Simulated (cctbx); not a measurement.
# Reading a Patterson map

Space group P6_3/mcm (no. 193), a = 8.7530 Å, b = 8.7530 Å, c = 5.8230 Å, α = 90.00°, β = 90.00°, γ = 120.00°, content Nb10 Zr2 Y6.

The data are simulated with cctbx, not measured: synchrotron X-rays, λ = 0.7749 Å, to d = 0.65 Å, 80 % of the full sphere, strongest reflection 40000 counts, noise from counting, a 3 % proportional error and a noise floor of 2 counts (s.d.); no absorption.

Patterson synthesis, origin scaled to 1000:

```text
Patterson group P 6/m m m
      u       v       w   height  length (A)
  0.000   0.000   0.000   1000.0     0.00
  0.333   0.667   0.500    375.2     5.83
  0.000   0.000   0.500    337.5     2.91
  0.333   0.667   0.000    334.9     5.05
  0.000   0.279   0.249    148.4     2.84
  0.052   0.386   0.250    147.2     3.50
  0.000   0.258   0.500    146.1     3.69
  0.267   0.534   0.000    124.6     5.63
  0.000   0.380   0.250    124.0     3.63
  0.000   0.351   0.000    112.8     3.07
  0.000   0.116   0.500    107.4     3.08
  0.230   0.615   0.000    102.6     4.71
  0.116   0.381   0.000    101.0     2.96
  0.000   0.379   0.500     93.6     4.42
```

Q: Assign the vectors.

A peak at u stands for all pairs with xi − xj = u, with weight Σ ZiZj against Σ Z² = 29136 at the origin. Peak heights follow these weights only roughly, since form factors, motion and series ripples differ, all vectors within 0.55 Å of a peak are counted as merged into it though the farther ones add only part of their weight, and F(000) is left out, which lowers the whole map:

| u | v | w | shortest length (Å) | height | 1000 ΣZiZj/ΣZ² | pairs in the cell |
| --- | --- | --- | --- | --- | --- | --- |
| 0.333 | 0.667 | 0.500 | 5.83 | 375 | 999 | 12 × Nb–Y, 4 × Nb–Zr, 2 × Nb–Nb |
| 0.000 | 0.000 | 0.500 | 2.91 | 338 | 341 | 4 × Nb–Nb, 2 × Zr–Zr |
| 0.333 | 0.667 | 0.000 | 5.05 | 335 | 341 | 4 × Nb–Zr, 2 × Nb–Nb |
| 0.000 | 0.279 | 0.249 | 2.84 | 148 | 332 | 4 × Nb–Y, 2 × Nb–Zr |
| 0.052 | 0.386 | 0.250 | 3.49 | 147 | 332 | 2 × Nb–Nb, 2 × Nb–Y, 2 × Zr–Y |
| 0.000 | 0.258 | 0.500 | 3.68 | 146 | 168 | 2 × Nb–Nb, 1 × Y–Y |
| 0.267 | 0.534 | 0.000 | 4.05 | 125 | 115 | 2 × Nb–Nb |
| 0.000 | 0.380 | 0.250 | 3.63 | 124 | 338 | 4 × Nb–Nb, 2 × Zr–Y |
| 0.000 | 0.351 | 0.000 | 3.07 | 113 | 110 | 2 × Nb–Y |
| 0.000 | 0.116 | 0.500 | 3.08 | 107 | 110 | 2 × Nb–Y |

The table stops at ten peaks or at a height of 45, below which ripples compete. In the model behind the data Nb, the heaviest element, has 2 independent sites: (0, 0.2650, 1/4) and (2/3, 1/3, 0), up to an allowed shift of origin; the Nb–Nb vectors are differences of these positions and their symmetry mates. Elements of similar Z can't be told apart from the map alone. The whole model:

| atom | mult. | x | y | z | Ueq (Å²) |
| --- | --- | --- | --- | --- | --- |
| Nb1 | 6 | 0 | 0.2650 | 1/4 | 0.0035 |
| Nb2 | 4 | 2/3 | 1/3 | 0 | 0.0073 |
| Zr1 | 2 | 0 | 0 | 1/2 | 0.0040 |
| Y1 | 6 | 0.6166 | 0 | 1/4 | 0.0047 |

The model was made for the exercise: a known structure type with other elements put in, its volume estimated, not relaxed; displacement parameters are assumed.

[Logs are printed without paths, hosts, clocks, repeated set-up lines and the standing remarks that a program may print on its own settings, such as how far it seeks lower states.]
